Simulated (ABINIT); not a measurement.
# Quasiparticle gap of BaZrSe3 (P1) in ABINIT

How does a plane-wave GW calculation on BaZrSe3 (P1) run from the first input to the gap?

Main program and level: ABINIT 10.8.3; PBEsol and many-body steps on it, plane waves.

**1. Starting point**

Symmetry: P1, No. 1, triclinic system. Conventional cell: a = 5.287 Å, b = 5.296 Å, c = 5.309 Å, α = 89.89°, β = 89.91°, γ = 89.96°. Nearest to Ba lie 12 Se at 3.63 to 3.88 Å. Nearest to Zr lie 6 Se at 2.57 to 2.75 Å. Nearest to Se lie 2 Zr at 2.61 to 2.70 Å and 4 Ba at 3.69 to 3.80 Å. Nearest to Se lie 2 Zr at 2.62 to 2.69 Å and 4 Ba at 3.63 to 3.88 Å. Nearest to Se lie 2 Zr at 2.57 to 2.75 Å and 4 Ba at 3.71 to 3.77 Å. Farther neighbours and most contacts between anions are not listed.

Structure file:

```cif
data_structure
_symmetry_space_group_name_H-M 'P 1'
_symmetry_Int_Tables_number 1
_cell_length_a 5.2874
_cell_length_b 5.2964
_cell_length_c 5.3095
_cell_angle_alpha 89.891
_cell_angle_beta 89.914
_cell_angle_gamma 89.961
_cell_volume 148.69
loop_
_atom_site_label
_atom_site_type_symbol
_atom_site_fract_x
_atom_site_fract_y
_atom_site_fract_z
_atom_site_occupancy
Ba1 Ba 0.99864 0.99848 0.99867 1
Zr2 Zr 0.47658 0.49007 0.47673 1
Se3 Se 0.48832 0.99851 0.50269 1
Se4 Se 0.98384 0.51164 0.51854 1
Se5 Se 0.49261 0.50131 0.99337 1
```

The cell and positions are those that the Materials Project relaxed with its own functionals (PBE, PBE+U or r2SCAN), kept fixed. Spin-orbit coupling is left out unless a step names it.

**2. Ground state**

This step: ABINIT 10.8.3; DFT, PBEsol, plane waves, norm-conserving pseudopotentials.

The ground-state density comes first.

Contents of run.abi:

```
acell 3*1.0 Angstrom
rprim 
  5.287383000000 -0.000000000000 -0.000000000000
  0.003576000000 5.296392000000 -0.000000000000
  0.007950000000 0.010054000000 5.309462000000
ntypat 3
znucl 56 40 34
natom 5
typat 1 2 3 3 3
xred 
  0.998643000000 0.998478000000 0.998673000000
  0.476578000000 0.490069000000 0.476727000000
  0.488317000000 0.998506000000 0.502693000000
  0.983845000000 0.511636000000 0.518540000000
  0.492614000000 0.501310000000 0.993370000000
pp_dirpath "pseudos"
pseudos "Ba.upf, Zr.upf, Se.upf"
ecut 48
ngkpt 4 4 4
nshiftk 1
shiftk 0 0 0
kptopt 1
chksymbreak 0
nband 53
occopt 1
tolvrs 1e-10
nstep 60
prtwf 0
optforces 0
optstress 0
indata_prefix "in"
outdata_prefix "out"
tmpdata_prefix "tmp"
```

Started as:

```sh
OMP_NUM_THREADS=1 mpirun -n 8 abinit run.abi > log
```

Numbers of over 12 decimals in the logs are rounded to 6 here.

What it wrote:

```text
.Version 10.8.3 of ABINIT. v10.8.2 released Aug 2026.

 Symmetries : space group P1 (#  1); Bravais aP (primitive triclinic)
================================================================================
 Values of the parameters that define the memory need of the present run
     intxc =       0    ionmov =       0      iscf =       7    lmnmax =       6
     lnmax =       6     mgfft =      64  mpssoang =       3    mqgrid =    3130
     natom =       5  nloc_mem =       1    nspden =       1   nspinor =       1
    nsppol =       1      nsym =       1    n1xccc =    2501    ntypat =       3
    occopt =       1   xclevel =       2
-    mband =          53        mffmem =           1         mkmem =           5
       mpw =       15958          nfft =      262144          nkpt =          36
================================================================================
  Rough estimation (10% accuracy) of disk space for files :
================================================================================

--------------------------------------------------------------------------------
------------- Echo of variables that govern the present computation ------------
--------------------------------------------------------------------------------
 -outvars: echo values of preprocessed input variables --------
            acell      1.8897261259E+00  1.8897261259E+00  1.8897261259E+00 Bohr

      chksymbreak           0
             ecut      4.80000000E+01 Hartree
-          fftalg         312

              ixc     -116133
              kpt      0.00000000E+00  0.00000000E+00  0.00000000E+00
                       2.50000000E-01  0.00000000E+00  0.00000000E+00
                       5.00000000E-01  0.00000000E+00  0.00000000E+00
                       0.00000000E+00  2.50000000E-01  0.00000000E+00
                       2.50000000E-01  2.50000000E-01  0.00000000E+00
                       5.00000000E-01  2.50000000E-01  0.00000000E+00
                      -2.50000000E-01  2.50000000E-01  0.00000000E+00
                       0.00000000E+00  5.00000000E-01  0.00000000E+00
                       2.50000000E-01  5.00000000E-01  0.00000000E+00
   [... 25 further rows ...]
                       2.50000000E-01  5.00000000E-01  5.00000000E-01
                       5.00000000E-01  5.00000000E-01  5.00000000E-01
         kptrlatt        4    0    0      0    4    0      0    0    4
          kptrlen      3.99668232E+01
P           mkmem           5
            natom           5
            nband          53
            ngfft          64      64      64
             nkpt          36
            nstep          60
             nsym           1
           ntypat           3
              occ      2.000000  2.000000  2.000000  2.000000  2.000000  2.000000
                       2.000000  2.000000  2.000000  2.000000  2.000000  2.000000
                       2.000000  2.000000  2.000000  2.000000  2.000000  2.000000
                       2.000000  2.000000  2.000000  2.000000  2.000000  2.000000
                       2.000000  2.000000  2.000000  2.000000  2.000000  2.000000
                       2.000000  2.000000  2.000000  2.000000  2.000000  2.000000
                       2.000000  2.000000  2.000000  2.000000  2.000000  2.000000
                       2.000000  2.000000  2.000000  2.000000  2.000000  0.000000
                       0.000000  0.000000  0.000000  0.000000  0.000000
        optforces           0
        optstress           0
            prtwf           0
            rprim      5.2873830000E+00 -0.0000000000E+00 -0.0000000000E+00
[...]
spgroup           1
           tolvrs      1.00000000E-10

             xred      9.9864300000E-01  9.9847800000E-01  9.9867300000E-01
[...]
znucl       56.00000   40.00000   34.00000

================================================================================

 chkinp: Checking input parameters for consistency.

================================================================================
== DATASET  1 ==================================================================
-   mpi_nproc: 8, omp_nthreads: 1 (-1 if OMP is not activated)

--- !DatasetInfo
iteration_state: {dtset: 1, }
dimensions: {natom: 5, nkpt: 36, mband: 53, nsppol: 1, nspinor: 1, nspden: 1, mpw: 15958, }
cutoff_energies: {ecut:  48.0, pawecutdg:  -1.0, }
electrons: {nelect:   9.40000000E+01, charge:   0.00000000E+00, occopt:   1.00000000E+00, tsmear:   1.00000000E-02, }

 Real(R)+Recip(G) space primitive vectors, cartesian coordinates (Bohr,Bohr^-1):
 R(1)=  9.9917058  0.0000000  0.0000000  G(1)=  0.1000830 -0.0000676 -0.0001497
 R(2)=  0.0067577 10.0087303  0.0000000  G(2)=  0.0000000  0.0999128 -0.0001892
 R(3)=  0.0150233  0.0189993 10.0334291  G(3)=  0.0000000  0.0000000  0.0996668
 Unit cell volume ucvol=  1.0033859E+03 bohr^3
 Angles (23,13,12)=  8.98914470E+01  8.99142097E+01  8.99613152E+01 degrees

 getcut: wavevector=  0.0000  0.0000  0.0000  ngfft=  64  64  64
         ecut(hartree)=     48.000   => boxcut(ratio)=   2.04524

--- Pseudopotential description ------------------------------------------------
- Ba Generated using ONCVPSP code by D. R. Hamann
- 56.00000  10.00000  180301                  znucl, zion, pspdat
12 -116133 2 -1 1936                          pspcod,pspxc,lmax,lloc,mmax
[...]
12 -116133 2 -1 1604                          pspcod,pspxc,lmax,lloc,mmax
     nproj     2     2     2
  pspatm : epsatm=   18.88750569
         --- l  ekb(1:nproj) -->
[...]
pspatm: atomic psp has been read  and splines computed

- Se Generated using ONCVPSP code by D. R. Hamann
- 34.00000  24.00000  180301                  znucl, zion, pspdat
12 -116133 2 -1 1198                          pspcod,pspxc,lmax,lloc,mmax
     nproj     2     2     2
  pspatm : epsatm=   25.27915816
         --- l  ekb(1:nproj) -->
[...]
pspatm: atomic psp has been read  and splines computed

   1.10262044E+04                                ecore*ucvol(ha*bohr**3)
--------------------------------------------------------------------------------

_setup2: Arith. and geom. avg. npw (full set) are   15938.891   15938.883

================================================================================

--- !BeginCycle
iteration_state: {dtset: 1, }
solver: {iscf: 7, nstep: 60, nline: 4, wfoptalg: 0, }
tolerances: {tolvrs: 1.00E-10, }

     iter   Etot(hartree)      deltaE(h)  residm     vres2
 ETOT  1  -1085.0955327386    -1.085E+03 1.785E+00 2.126E+03
 ETOT  2  -1092.5364916241    -7.441E+00 5.216E-02 5.477E+03
 ETOT  3  -1093.1055722884    -5.691E-01 1.876E-02 1.354E+03
 ETOT  4  -1093.1935397338    -8.797E-02 2.690E-02 5.683E+02
 ETOT  5  -1093.2377069260    -4.417E-02 4.002E-03 1.420E+02
 ETOT  6  -1093.2480104626    -1.030E-02 4.982E-03 2.771E+01
 ETOT  7  -1093.2509564120    -2.946E-03 2.044E-03 2.468E-01
 ETOT  8  -1093.2509787497    -2.234E-05 2.259E-03 6.824E-02
 ETOT  9  -1093.2509825180    -3.768E-06 5.507E-04 6.281E-03
 ETOT 10  -1093.2509832353    -7.174E-07 5.160E-04 4.032E-05
 ETOT 11  -1093.2509832390    -3.672E-09 1.877E-04 1.193E-06
 ETOT 12  -1093.2509832391    -1.221E-10 1.283E-04 1.239E-07
 ETOT 13  -1093.2509832391     4.093E-11 2.522E-04 7.077E-09
 ETOT 14  -1093.2509832391    -6.685E-11 1.334E-04 1.843E-09
 ETOT 15  -1093.2509832391    -1.023E-11 2.341E-04 1.121E-10
 ETOT 16  -1093.2509832391     5.434E-11 1.038E-04 9.820E-12

 At SCF step   16       vres2   =  9.82E-12 < tolvrs=  1.00E-10 =>converged.

--- !ResultsGS
iteration_state: {dtset: 1, }
comment   : Summary of ground state results
lattice_vectors:
- [  9.9917058,  -0.0000000,  -0.0000000, ]
- [  0.0067577,  10.0087303,  -0.0000000, ]
- [  0.0150233,   0.0189993,  10.0334291, ]
lattice_lengths: [   9.99171,   10.00873,   10.03346, ]
lattice_angles: [ 89.891,  89.914,  89.961, ] # degrees, (23, 13, 12)
lattice_volume:   1.0033859E+03
convergence: {deltae:  5.434E-11, res2:  9.820E-12, residm:  1.038E-04, diffor:  0.000E+00, }
etotal    :  -1.09325098E+03
entropy   :   0.00000000E+00
fermie    :   2.12745016E-01
cartesian_stress_tensor: null
pressure_GPa: null
xred      :
- [  9.9864E-01,   9.9848E-01,   9.9867E-01, Ba]
- [  4.7658E-01,   4.9007E-01,   4.7673E-01, Zr]
- [  4.8832E-01,   9.9851E-01,   5.0269E-01, Se]
- [  9.8385E-01,   5.1164E-01,   5.1854E-01, Se]
- [  4.9261E-01,   5.0131E-01,   9.9337E-01, Se]
cartesian_forces: null
force_length_stats: {min: null, max: null, mean: null, }

 Integrated electronic density in atomic spheres:
 ------------------------------------------------
 Atom  Sphere_radius  Integrated_density
[...]
================================================================================

 ----iterations are completed or convergence reached----

 Mean square residual over all n,k,spin=   16.273E-08; max=  10.385E-05
 reduced coordinates (array xred) for    5 atoms
       0.998643000000      0.998478000000      0.998673000000
       0.476578000000      0.490069000000      0.476727000000
       0.488317000000      0.998506000000      0.502693000000
       0.983845000000      0.511636000000      0.518540000000
       0.492614000000      0.501310000000      0.993370000000
 rms dE/dt=  0.0000E+00; max dE/dt=  0.0000E+00; dE/dt below (all hartree)
    1       0.000000000000      0.000000000000      0.000000000000
    2       0.000000000000      0.000000000000      0.000000000000
    3       0.000000000000      0.000000000000      0.000000000000
    4       0.000000000000      0.000000000000      0.000000000000
    5       0.000000000000      0.000000000000      0.000000000000

 cartesian coordinates (angstrom) at end:
    1      5.291718     5.298372     5.302416
    2      2.525393     2.600391     2.531164
    3      2.589486     5.293533     2.669029
    4      5.207917     2.715038     2.753168
    5      2.614329     2.665122     5.274260
 length scales=  1.889726125908  1.889726125908  1.889726125908 bohr
              =  1.000000000000  1.000000000000  1.000000000000 angstroms
 prteigrs : about to open file out_EIG
 Fermi (or HOMO) energy (hartree) =   0.21275   Average Vxc (hartree)=  -0.35699
 Eigenvalues (hartree) for nkpt=  36  k points:
 kpt#   1, nband= 53, wtk=  0.01563, kpt=  0.0000  0.0000  0.0000 (reduced coord)
  -7.38876   -7.38798   -7.38789   -5.17196   -5.17155   -5.17149   -5.17139   -5.17135
  -5.17068   -5.17063   -5.17053   -5.17045   -1.61080   -1.51195   -1.51133   -1.51121
  -1.51120   -1.51114   -1.51053   -1.51050   -1.51049   -1.51044   -1.51043   -1.51038
  -1.50958   -1.50955   -1.50936   -1.50932   -0.82018   -0.80447   -0.80441   -0.80416
  -0.27231   -0.27209   -0.27198   -0.26301   -0.22975   -0.22884    0.09307    0.09419
   0.09463    0.16285    0.16453    0.16641    0.18354    0.19045    0.19297    0.21857
   0.22335    0.23275    0.28059    0.28334    0.29920
 prteigrs : prtvol=0 or 1, do not print more k-points.

--- !EnergyTerms
iteration_state     : {dtset: 1, }
comment             : Components of total free energy in Hartree
kinetic             :  4.59101244991945E+02
hartree             :  4.82992236254390E+02
xc                  : -1.02249310012666E+02
Ewald energy        : -4.39823265550086E+02
psp_core            :  1.09889963134471E+01
local_psp           : -1.25582213621615E+03
non_local_psp       : -2.48438749019973E+02
total_energy        : -1.09325098323909E+03
total_energy_eV     : -2.97488747687175E+04
band_energy         : -1.93258682347597E+02

== END DATASET(S) ==============================================================
================================================================================

 -outvars: echo values of variables after computation  --------
           etotal     -1.0932509832E+03
            nband          53
             nkpt          36
          spgroup           1
 [... the other variables as echoed above ...]

 Calculation completed.
```

It took 6.3 min on 8 MPI ranks of Intel Xeon Platinum 8488C (Sapphire Rapids), shared host; peak memory 1.6 GiB.

This step gave:

```
total energy               : -29748.8748 eV
gap                        : 0.1584 eV
k of the valence top       : 0.5, 0.5, 0.5
k of the conduction bottom : 0, 0, 0
least direct gap           : 0.6966 eV
```

The gap is indirect, with the least direct gap 0.54 eV higher.

[end of part 1 of 3]

[Paths, hosts, dates, memory and timing lines, banners, echoed tables and standing remarks are left out of the program output.]

[Logs are printed without paths, hosts, clocks, repeated set-up lines and the standing remarks that a program may print on its own settings, such as how far it seeks lower states.]

[Runs of the session that timed out or met a known fault of the program may be left out.]

[Hosts, paths, dates, database ids (printed as entryN), source tags and the programs' standing remarks are cut or masked in the printed files.]

[G0W0 gaps are taken among the corrected bands and points alone; a level outside them can change the order at an edge.]

[Where Ansatz stands beside ABINIT at settings called matched, ABINIT's density can come from a denser mesh and the files from another edition; pairs whose starting gaps differed by over 0.03 eV were left out, so agreement reads better than it is.]
